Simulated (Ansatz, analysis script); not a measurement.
## Fixed-spin-moment curve of Ruthenium

Is Ruthenium magnetic, nearly magnetic or plainly paramagnetic? E(M) and M(B) tell.

Calculated with Ansatz 0.2.0; PBE, PAW set soft_1.

**1. Set-up**

It takes space group P6_3/mmc (No. 194, hexagonal). Conventional cell: a = 2.706 Å, b = 2.706 Å, c = 4.282 Å, α = 90.00°, β = 90.00°, γ = 120.00°. Nearest to Ru lie 12 Ru at 2.65 to 2.71 Å.

Structure file:

```cif
data_structure
_symmetry_space_group_name_H-M 'P 1'
_symmetry_Int_Tables_number 1
_cell_length_a 2.7058
_cell_length_b 2.7058
_cell_length_c 4.2819
_cell_angle_alpha 90.000
_cell_angle_beta 90.000
_cell_angle_gamma 120.000
_cell_volume 27.15
loop_
_atom_site_label
_atom_site_type_symbol
_atom_site_fract_x
_atom_site_fract_y
_atom_site_fract_z
_atom_site_occupancy
Ru1 Ru 0.33333 0.66667 0.25000 1
Ru2 Ru 0.66667 0.33333 0.75000 1
```

The cell of this run holds 2 atoms, 2 of them with a starting moment; values «a cell» refer to the cell of the run in question.

**2. Two spin channels first**

The work starts on two spin channels, which tell the size of the moments.

File input.yaml:

```yaml
crystal:
  lattice:
    - [2.7058, 0.0, 0.0]
    - [-1.3529, 2.3432915376, 0.0]
    - [0.0, 0.0, 4.2819]
  atoms:
    - { symbol: Ru, position: [0.3333333333, 0.6666666667, 0.25], spin: 1.5 }
    - { symbol: Ru, position: [0.6666666667, 0.3333333333, 0.75], spin: 1.5 }
magnetization:
  spin_polarized: true
kpoints:
  mp_grid: { grid: [14, 14, 8] }
hamiltonian:
  xc: pbe
  pseudopotentials: { kind: paw, azcp: { folder: soft_1 } }
scf:
  occupations: { method: fermi_dirac, width: 0.05 }
  max_iter: 120
  convergence: { dr2_threshold: 1.0e-08 }
  lower_state_search: "off"
```

Command:

```bash
> ansatz run input.yaml --threads 2 --pin off --max-ram 5120MiB --backend cpu --events-out ev --progress --plain --runs-dir out
```

Numbers of over 12 decimals in the logs are rounded to 6 here.

The log of the run:

```text
Engine: ansatz 0.2.0, x86_64-unknown-linux-gnu
Pseudopotentials: kind: paw
Pseudopotential: Ru, paw, valence charge 16, recommended cutoff 420 eV (normal), soft_1/Ru.paw.azcp
Functional definition: PBE
  parameter kappa = 0.804
  parameter beta = 0.066725
  exchange = pbe_x(kappa = kappa, mu = beta*pi^2/3)
  correlation = pbe_c(beta = beta)
Crystal: 2 atoms, lattice volume = 27.149 Å³
Basis set: ecut = 420 eV, 537 PW (Γ)
Bands: 22, of which v1, the nominal top of the filled ones, is band 16 counted from 1 (15 counted from 0)
Symmetry: 24 space group operations
Space group: P63/mmc (ITA 194), of the structure as read, at distance tolerance 3.0e-5 Å
Magnetic group: BNS 194.263 (UNI 1493), of the structure as read, at distance tolerance 3.0e-5 Å
k-points: 120 of 1568
Non-local potential: Ru, projectors of the file, l = 0: 3, l = 1: 2, l = 2: 2, l = 3: 1
PAW form: soft (Blöchl's): semilocal exchange-correlation on the pseudo side does not see the compensation charge
PAW one-centre angular grid: Ru, 590 points (default); XC on 64 Gauss nodes
Initial density: superposition of atomic densities (chi_scale 0.1, normalization cell)
Starting moments: Σ|m| = 3 μB on 2 of 2 sites
Initial wavefunctions: pseudopotential atomic-orbital guess
Functional: x = pbe(κ = 0.804, μ = 0.219515), c = pbe(β = 0.066725)
SCF iter   1: F=—  HF=-11758.133614 eV  |F-HF|=—  |Δ(HF+E_count)|=         —  Δρ=1.34e-1 (↑1.34e-1 ↓5.50e-2)  dr2=3.81e0  dr2_m=1.69e0  M=0.665 μB ∫|m|=0.676 μB  β_m=0.30  ethr=3.10e-3  ⟨swp⟩=5.1  Hψ=21801  notcnv=0
preconditioner: auto → none  [metal: Δε(μ)=0.019 eV  Ē_g=9.271 eV  σ=0.050 eV  W_gap=0.10  n_scr=8 (ndim 8)  ℏωp=28.5 eV  f_vac=0.000  D(μ)=1.40/eV (n_scr^D=10)  sad-step TF]
SCF iter   2: F=—  HF=-11757.666259 eV  |F-HF|=—  |Δ(HF+E_count)|=   4.67e-1  Δρ=9.39e-2 (↑9.39e-2 ↓4.35e-2)  dr2=1.66e0  dr2_m=9.34e-1  M=0.549 μB ∫|m|=0.566 μB  β_m=0.30  ethr=3.10e-3  ⟨swp⟩=2.6  Hψ=9834  notcnv=0  defer=168
SCF iter   3: F=—  HF=-11757.263806 eV  |F-HF|=—  |Δ(HF+E_count)|=   4.02e-1  Δρ=4.80e-2 (↑4.23e-2 ↓4.80e-2)  dr2=2.57e-2  dr2_m=4.92e-1  M=0.489 μB ∫|m|=0.507 μB  β_m=0.30  ethr=3.10e-3  ⟨swp⟩=2.1  Hψ=9303  notcnv=0  defer=168
SCF iter   4: F=—  HF=-11757.346680 eV  |F-HF|=—  |Δ(HF+E_count)|=   8.29e-2  Δρ=3.45e-2 (↑3.39e-2 ↓3.45e-2)  dr2=4.54e-3  dr2_m=2.88e-1  M=0.406 μB ∫|m|=0.424 μB  β_m=0.30  ethr=8.04e-5  ⟨swp⟩=2.7  Hψ=10740  notcnv=0  defer=131
SCF iter   5: F=—  HF=-11757.393848 eV  |F-HF|=—  |Δ(HF+E_count)|=   4.72e-2  Δρ=2.63e-2 (↑2.61e-2 ↓2.63e-2)  dr2=2.98e-5  dr2_m=1.71e-1  M=0.337 μB ∫|m|=0.354 μB  β_m=0.30  ethr=1.42e-5  ⟨swp⟩=2.5  Hψ=7867  notcnv=0  defer=131
SCF iter   6: F=—  HF=-11757.420128 eV  |F-HF|=—  |Δ(HF+E_count)|=   2.63e-2  Δρ=2.05e-2 (↑2.05e-2 ↓2.05e-2)  dr2=8.12e-6  dr2_m=1.04e-1  M=0.277 μB ∫|m|=0.293 μB  β_m=0.30  ethr=9.31e-8  ⟨swp⟩=2.2  Hψ=9299  notcnv=0  defer=131
SCF iter   7: F=—  HF=-11757.436339 eV  |F-HF|=—  |Δ(HF+E_count)|=   1.62e-2  Δρ=1.61e-2 (↑1.60e-2 ↓1.61e-2)  dr2=3.63e-6  dr2_m=6.43e-2  M=0.228 μB ∫|m|=0.242 μB  β_m=0.30  ethr=2.54e-8  ⟨swp⟩=3.1  Hψ=11250  notcnv=0  defer=131
Mixer restart at iter 7: flushing history
spin-set hold released at iteration 7 (site moments contracting): the magnetisation degrees of freedom join the quasi-Newton model from the next iteration; the mixer history was flushed
SCF iter   8: F=—  HF=-11757.446404 eV  |F-HF|=—  |Δ(HF+E_count)|=   1.01e-2  Δρ=1.27e-2 (↑1.26e-2 ↓1.27e-2)  dr2=5.59e-6  dr2_m=3.99e-2  M=0.188 μB ∫|m|=0.201 μB  β_m=0.59  ethr=1.14e-8  ⟨swp⟩=3.0  Hψ=10768  notcnv=0  defer=131
SCF iter   9: F=—  HF=-11757.463943 eV  |F-HF|=—  |Δ(HF+E_count)|=   1.75e-2  Δρ=1.90e-3 (↑1.88e-3 ↓1.90e-3)  dr2=2.30e-6  dr2_m=8.89e-4  M=0.038 μB ∫|m|=0.044 μB  β_m=0.82  ethr=1.14e-8  ⟨swp⟩=3.8  Hψ=13848  notcnv=0  defer=131
SCF iter  10: F=—  HF=-11757.464580 eV  |F-HF|=—  |Δ(HF+E_count)|=   6.38e-4  Δρ=3.60e-4 (↑3.60e-4 ↓3.48e-4)  dr2=4.72e-7  dr2_m=3.10e-5  M=0.008 μB ∫|m|=0.010 μB  β_m=0.91  ethr=7.18e-9  ⟨swp⟩=3.1  Hψ=10942  notcnv=0  defer=131
SCF iter  11: F=—  HF=-11757.464622 eV  |F-HF|=—  |Δ(HF+E_count)|=   4.17e-5  Δρ=5.85e-5 (↑5.85e-5 ↓4.27e-5)  dr2=1.82e-6  dr2_m=9.32e-8  M=-0.000 μB ∫|m|=0.000 μB  β_m=0.79  ethr=1.48e-9  ⟨swp⟩=3.1  Hψ=11007  notcnv=0  defer=131
SCF iter  12: F=—  HF=-11757.464622 eV  |F-HF|=—  |Δ(HF+E_count)|=   5.35e-7  Δρ=2.04e-5 (↑1.43e-5 ↓2.04e-5)  dr2=1.57e-7  dr2_m=3.75e-8  M=-0.000 μB ∫|m|=0.000 μB  β_m=0.73  ethr=1.48e-9  ⟨swp⟩=2.0  Hψ=9068  notcnv=0  defer=131
iter 13 did not close the SCF: its close was put off for a magnetic moment that had not settled (scf_convergence_deferred on its scf_iter line)
SCF iter  13: F=-11757.464622 eV  HF=-11757.464622 eV  |F-HF|=2.36e-10  |Δ(HF+E_count)|=   1.49e-8  Δρ=5.27e-6 (↑3.95e-6 ↓5.27e-6)  dr2=5.02e-9  dr2_m=3.33e-9  M=-0.000 μB ∫|m|=0.000 μB  β_m=0.70  ethr=3.13e-11  ⟨swp⟩=1.5  Hψ=14643  notcnv=0
iter 14 did not close the SCF: its close was put off for a magnetic moment that had not settled (scf_convergence_deferred on its scf_iter line)
SCF iter  14: F=-11757.464622 eV  HF=-11757.464622 eV  |F-HF|=2.75e-10  |Δ(HF+E_count)|=   2.56e-9  Δρ=1.16e-6 (↑1.05e-6 ↓1.16e-6)  dr2=4.72e-12  dr2_m=3.02e-10  M=0.000 μB ∫|m|=0.000 μB  β_m=0.85  ethr=1.57e-11  ⟨swp⟩=1.0  Hψ=14601  notcnv=0
SCF iter  15: F=-11757.464622 eV  HF=-11757.464622 eV  |F-HF|=5.46e-12  |Δ(HF+E_count)|=  3.73e-10  Δρ=1.43e-7 (↑1.25e-7 ↓1.43e-7)  dr2=2.01e-13  dr2_m=4.43e-12  M=-0.000 μB ∫|m|=0.000 μB  ethr=1.00e-12  ⟨swp⟩=1.0  Hψ=13351  notcnv=0
WARN: the starting moments were not kept: the SCF closed with an absolute magnetisation of 1.6e-6 μB, where they sum to 3 μB in size (2 sites). That is at most 0.1 of that sum. Measured as dr2_m measures the in/out step, that magnetisation stands 4.3e-13 eV from none, at or under the dr2_threshold of 1.0e-8 eV: it is no larger than a step whose dr2_m would equal this threshold. The system may hold no moment; this SCF [...]
SCF 1 converged in 15 iterations: F = -11757.464622 eV  dr2 = 2.01e-13
  greatest PAW one-centre occupation: 1.000 electrons in one spin orbital (limit 2), on the Ru atom at site 1 (counted from 0), in its partial waves of l = 0
SCF converged after 15 iterations
Magnetization: -0.0000 μB (16.0000 up, 16.0000 down)
Absolute magnetization: 0.0000 μB (∫|ρ↑−ρ↓|, with the PAW one-centre terms)
Spin contamination: 0.0000 ħ² per cell (⟨S²⟩ above its minimum at these occupations)
Per-site moments (μB) at R_I (Å): [(6.4124434066214e-8, 1.093251), (6.41244340824203e-8, 1.093251)]
Free energy (F): -11757.464622 eV
Harris-Foulkes:  -11757.464622 eV  (|F-HF|=5.46e-12)
Internal energy: -11757.448141 eV  (E = F + TS)
E sigma→0 (E₀):  -11757.456382 eV
Entropy (-TS):   -0.016480 eV (-8.240 meV/atom)
Fermi energy:    23.320961 eV
--- Per-component energies (eV) ---
  E_band       = -112.371303
  E_kinetic    = 920.773612
  E_local      = -2539.090331  (includes V_loc(G=0)·N_el)
  E_nonlocal   = 824.876597
  E_hartree    = 841.717571
  E_xc         = -340.324040
  E_vxc        = -430.407733  (∫ρ·V_xc dr)
  E_paw        = -7002.947528  (= ΣΔE_a)
  E_vpaw       = -571.959813  (= ΣTr[D̂ρ^β])
  E_aug_tail   = 0.001248  (compensation charges beyond the density's cutoff)
  E_ewald      = -4462.455271
  E_smearing   = -0.016480  (= −TS)
  E_closure    = 0.000000  (closes the sum)
  Σ components = -11757.464622   (vs F -11757.464622, Δ=0.00e0)
```

Elapsed: 18 s, on 2 threads of Intel Xeon at 2.50GHz (Skylake/Cascade Lake), shared host; peak memory 0.35 GiB.

The spin moment in the atom's sphere vanishes on all atoms.

Tables count atoms from 1; parts of the log count from 0.

The run ends non-magnetic, with a net moment of 0 μB a cell. The run left the order that was typed.

**3. Denser mesh**

Levels at the Fermi energy are partly filled, so moments and energy differences can hang on the k-mesh, and the state is solved again on a denser one.

input.yaml: that of step 2 with these lines changed.

```diff
@@ -11,3 +11,3 @@
 kpoints:
-  mp_grid: { grid: [14, 14, 8] }
+  mp_grid: { grid: [16, 16, 9] }
 hamiltonian:
@@ -20 +20,3 @@
   lower_state_search: "off"
+basis:
+  ecutwfc: 420.0
```

The log of the run:

```text
[...]
Crystal: 2 atoms, lattice volume = 27.149 Å³
Basis set: ecut = 420 eV, 537 PW (Γ)
Bands: 22, of which v1, the nominal top of the filled ones, is band 16 counted from 1 (15 counted from 0)
Symmetry: 24 space group operations
[...]
k-points: 150 of 2304
[...]
Starting moments: Σ|m| = 3 μB on 2 of 2 sites
[...]
Magnetization: -0.0000 μB (16.0000 up, 16.0000 down)
Absolute magnetization: 0.0000 μB (∫|ρ↑−ρ↓|, with the PAW one-centre terms)
[...]
Per-site moments (μB) at R_I (Å): [(-9.503749959687537e-8, 1.093251), (-9.503749977744659e-8, 1.093251)]
Free energy (F): -11757.470497 eV
[...]
Internal energy: -11757.459047 eV  (E = F + TS)
E sigma→0 (E₀):  -11757.464772 eV
Entropy (-TS):   -0.011449 eV (-5.725 meV/atom)
Fermi energy:    23.346070 eV
[...]
[key lines of the parts left out:]
SCF converged after 15 iterations
```

Elapsed: 22 s, on 2 threads; peak memory 0.37 GiB.

The spin moment in the atom's sphere vanishes on all atoms.

The run ends non-magnetic, with a net moment of 0 μB a cell, against 0 μB on the first mesh.

**4. The non-magnetic reference**

The state without spin is the zero of E(M).

input.yaml, the sections that differ from step 3:

```yaml
crystal:
  lattice:
    - [2.7058, 0.0, 0.0]
    - [-1.3529, 2.3432915376, 0.0]
    - [0.0, 0.0, 4.2819]
  atoms:
    - { symbol: Ru, position: [0.3333333333, 0.6666666667, 0.25] }
    - { symbol: Ru, position: [0.6666666667, 0.3333333333, 0.75] }
scf:
  occupations: { method: fermi_dirac, width: 0.05 }
  max_iter: 120
  convergence: { dr2_threshold: 1.0e-08 }
# kpoints, hamiltonian, basis: as in step 3
# magnetization: removed
```

Command:

```bash
> ansatz run input.yaml --threads 1 --pin off --max-ram 2560MiB --backend cpu --events-out ev --progress --plain --runs-dir out
```

The log of the run:

```text
[...]
Crystal: 2 atoms, lattice volume = 27.149 Å³
Basis set: ecut = 420 eV, 537 PW (Γ)
Bands: 20, of which v1, the nominal top of the filled ones, is band 16 counted from 1 (15 counted from 0)
Symmetry: 24 space group operations
[...]
k-points: 150 of 2304
[...]
SCF iter   1: F=—  HF=-11758.718685 eV  |F-HF|=—  |Δ(HF+E_count)|=         —  Δρ=1.22e-1  dr2=3.88e0  ethr=3.10e-3  ⟨swp⟩=5.1  Hψ=11991  notcnv=0
[...]
SCF iter   7: F=-11757.470497 eV  HF=-11757.470497 eV  |F-HF|=2.36e-11  |Δ(HF+E_count)|=   5.38e-8  Δρ=1.89e-6  dr2=3.90e-10  ethr=3.13e-11  ⟨swp⟩=3.0  Hψ=8299  notcnv=0
SCF 1 converged in 7 iterations: F = -11757.470497 eV  dr2 = 3.90e-10
[...]
SCF converged after 7 iterations
Free energy (F): -11757.470497 eV
[...]
Internal energy: -11757.459047 eV  (E = F + TS)
E sigma→0 (E₀):  -11757.464772 eV
Entropy (-TS):   -0.011449 eV (-5.725 meV/atom)
Fermi energy:    23.346074 eV
[...]
```

Wall time 7.4 s (1 thread); peak memory 0.34 GiB.

**5. Without spin, levels printed**

input.yaml: that of step 4 with these lines changed.

```diff
@@ -19 +19,3 @@
   ecutwfc: 420.0
+output:
+  eigenvalues: true
```

The log of the run:

```text
[...]
Crystal: 2 atoms, lattice volume = 27.149 Å³
Basis set: ecut = 420 eV, 537 PW (Γ)
Bands: 20, of which v1, the nominal top of the filled ones, is band 16 counted from 1 (15 counted from 0)
Symmetry: 24 space group operations
[...]
k-points: 150 of 2304
[...]
Fermi energy:    23.346074 eV
[...]
--- Band table (eV; the first three rows and the last of 150) ---
  k-point 0: bands = [... 12 lower, 20.9020, 21.4063, 21.4063, 21.9353, 21.9353, 24.5107, 24.5107, 24.6171]
  k-point 1: bands = [... 12 lower, 20.8332, 21.3246, 21.3246, 22.1260, 22.1260, 24.1554, 24.5183, 24.5183]
  k-point 2: bands = [... 12 lower, 20.6561, 21.1183, 21.1183, 22.5690, 22.5690, 23.0782, 24.4975, 24.4975]
  k-point 149: bands = [... 12 lower, 20.5480, 20.6502, 22.0472, 22.3201, 24.5242, 24.6482, 31.1428, 31.4948]
[key lines of the parts left out:]
SCF converged after 7 iterations
Free energy (F): -11757.470497 eV
```

Elapsed: 8.9 s, on 1 thread; peak memory 0.33 GiB.

**6. Total moment fixed at 0.2 μB**

Two Fermi levels, one a spin, hold the total moment exactly, which reaches states that a free run would leave.

input.yaml, the sections that differ from step 5:

```yaml
crystal:
  lattice:
    - [2.7058, 0.0, 0.0]
    - [-1.3529, 2.3432915376, 0.0]
    - [0.0, 0.0, 4.2819]
  atoms:
    - { symbol: Ru, position: [0.3333333333, 0.6666666667, 0.25], spin: 0.1 }
    - { symbol: Ru, position: [0.6666666667, 0.3333333333, 0.75], spin: 0.1 }
magnetization:
  spin_polarized: true
  initial_magnetization: 0.2
  spin_locking: { lock_magnetization: hard }
scf:
  occupations: { method: fermi_dirac, width: 0.05 }
  max_iter: 120
  convergence: { dr2_threshold: 1.0e-08 }
  lower_state_search: "off"
# kpoints, hamiltonian, basis: as in step 5
# output: removed
```

The log of the run:

```text
[...]
Crystal: 2 atoms, lattice volume = 27.149 Å³
Basis set: ecut = 420 eV, 537 PW (Γ)
Bands: 21, of which v1, the nominal top of the filled ones, is band 16 counted from 1 (15 counted from 0)
Symmetry: 24 space group operations
[...]
k-points: 150 of 2304
[...]
Starting moments: Σ|m| = 0.2 μB on 2 of 2 sites
[...]
SCF iter   1: F=—  HF=-11758.703654 eV  |F-HF|=—  |Δ(HF+E_count)|=         —  Δρ=6.17e-2 (↑6.17e-2 ↓6.01e-2)  dr2=3.87e0  dr2_m=7.94e-4  M=0.200 μB ∫|m|=0.200 μB  β_m=0.30  ethr=3.10e-3  ⟨swp⟩=5.2  Hψ=25945  notcnv=0
[...]
SCF iter   9: F=-11757.459588 eV  HF=-11757.459588 eV  |F-HF|=1.82e-12  |Δ(HF+E_count)|=  1.11e-10  Δρ=1.28e-7 (↑1.28e-7 ↓7.61e-8)  dr2=2.78e-12  dr2_m=2.05e-12  M=0.200 μB ∫|m|=0.200 μB  ethr=1.00e-12  ⟨swp⟩=1.0  Hψ=16158  notcnv=0
SCF 1 converged in 9 iterations: F = -11757.459588 eV  dr2 = 2.78e-12
[...]
SCF converged after 9 iterations
Stability checked in part: among states of this total moment the steps that led to this state did not find it unstable. No probe was made; neither looks for a lower state of another moment (fixed_total_moment; see scf.lower_state_search)
Magnetization: 0.2000 μB (16.1000 up, 15.9000 down)
Absolute magnetization: 0.2000 μB (∫|ρ↑−ρ↓|, with the PAW one-centre terms)
[...]
Per-site moments (μB) at R_I (Å): [(0.089424, 1.093251), (0.089424, 1.093251)]
Free energy (F): -11757.459588 eV
[...]
Internal energy: -11757.446178 eV  (E = F + TS)
E sigma→0 (E₀):  -11757.452883 eV
Entropy (-TS):   -0.013410 eV (-6.705 meV/atom)
Fermi energy:    23.345111 (↑ 23.449598, ↓ 23.240624) eV
[...]
```

Run time: 19 s. Hardware: 1 thread; peak memory 0.37 GiB.

The energy is 10.9 meV from the state without spin, and the largest site carries 0.0894 μB.

**7. Total moment fixed at 0.4 μB**

input.yaml, the sections that differ from step 6:

```yaml
crystal:
  lattice:
    - [2.7058, 0.0, 0.0]
    - [-1.3529, 2.3432915376, 0.0]
    - [0.0, 0.0, 4.2819]
  atoms:
    - { symbol: Ru, position: [0.3333333333, 0.6666666667, 0.25], spin: 0.2 }
    - { symbol: Ru, position: [0.6666666667, 0.3333333333, 0.75], spin: 0.2 }
magnetization:
  spin_polarized: true
  initial_magnetization: 0.4
  spin_locking: { lock_magnetization: hard }
# kpoints, hamiltonian, scf, basis: as in step 6
```

The log of the run:

```text
[...]
Crystal: 2 atoms, lattice volume = 27.149 Å³
Basis set: ecut = 420 eV, 537 PW (Γ)
Bands: 21, of which v1, the nominal top of the filled ones, is band 16 counted from 1 (15 counted from 0)
Symmetry: 24 space group operations
[...]
k-points: 150 of 2304
[...]
Starting moments: Σ|m| = 0.4 μB on 2 of 2 sites
[...]
Magnetization: 0.4000 μB (16.2000 up, 15.8000 down)
Absolute magnetization: 0.4000 μB (∫|ρ↑−ρ↓|, with the PAW one-centre terms)
[...]
Per-site moments (μB) at R_I (Å): [(0.180235, 1.093251), (0.180235, 1.093251)]
Free energy (F): -11757.430581 eV
[...]
Internal energy: -11757.414884 eV  (E = F + TS)
E sigma→0 (E₀):  -11757.422733 eV
Entropy (-TS):   -0.015697 eV (-7.849 meV/atom)
Fermi energy:    23.340767 (↑ 23.522579, ↓ 23.158956) eV
[...]
[key lines of the parts left out:]
SCF converged after 9 iterations
```

It took 20 s on 1 thread; peak memory 0.37 GiB.

The energy is 39.9 meV from the state without spin, and the largest site carries 0.180 μB.

**8. Total moment fixed at 1 μB**

input.yaml, the sections that differ from step 7:

```yaml
crystal:
  lattice:
    - [2.7058, 0.0, 0.0]
    - [-1.3529, 2.3432915376, 0.0]
    - [0.0, 0.0, 4.2819]
  atoms:
    - { symbol: Ru, position: [0.3333333333, 0.6666666667, 0.25], spin: 0.5 }
    - { symbol: Ru, position: [0.6666666667, 0.3333333333, 0.75], spin: 0.5 }
magnetization:
  spin_polarized: true
  initial_magnetization: 1.0
  spin_locking: { lock_magnetization: hard }
# kpoints, hamiltonian, scf, basis: as in step 7
```

The log of the run:

```text
[...]
Crystal: 2 atoms, lattice volume = 27.149 Å³
Basis set: ecut = 420 eV, 537 PW (Γ)
Bands: 21, of which v1, the nominal top of the filled ones, is band 16 counted from 1 (15 counted from 0)
Symmetry: 24 space group operations
[...]
k-points: 150 of 2304
[...]
Starting moments: Σ|m| = 1 μB on 2 of 2 sites
[...]
Magnetization: 1.0000 μB (16.5000 up, 15.5000 down)
Absolute magnetization: 1.0000 μB (∫|ρ↑−ρ↓|, with the PAW one-centre terms)
[...]
Per-site moments (μB) at R_I (Å): [(0.456069, 1.093251), (0.456069, 1.093251)]
Free energy (F): -11757.255644 eV
[...]
Internal energy: -11757.240887 eV  (E = F + TS)
E sigma→0 (E₀):  -11757.248266 eV
Entropy (-TS):   -0.014757 eV (-7.378 meV/atom)
Fermi energy:    23.365654 (↑ 23.775488, ↓ 22.955820) eV
[...]
[key lines of the parts left out:]
SCF converged after 8 iterations
```

It took 15 s on 1 thread; peak memory 0.37 GiB.

The energy is 215 meV from the state without spin, and the largest site carries 0.456 μB.

[end of part 1 of 2]

[Logs and program files are shortened in this print: banners, set-up blocks, solver, clock and traceback lines can be left out without a mark of their own.]

[Logs are printed without paths, hosts, clocks, repeated set-up lines and the standing remarks that a program may print on its own settings, such as how far it seeks lower states.]

[Hosts, paths, dates, database ids (printed as entryN), source tags and the programs' standing remarks are cut or masked in the printed files.]
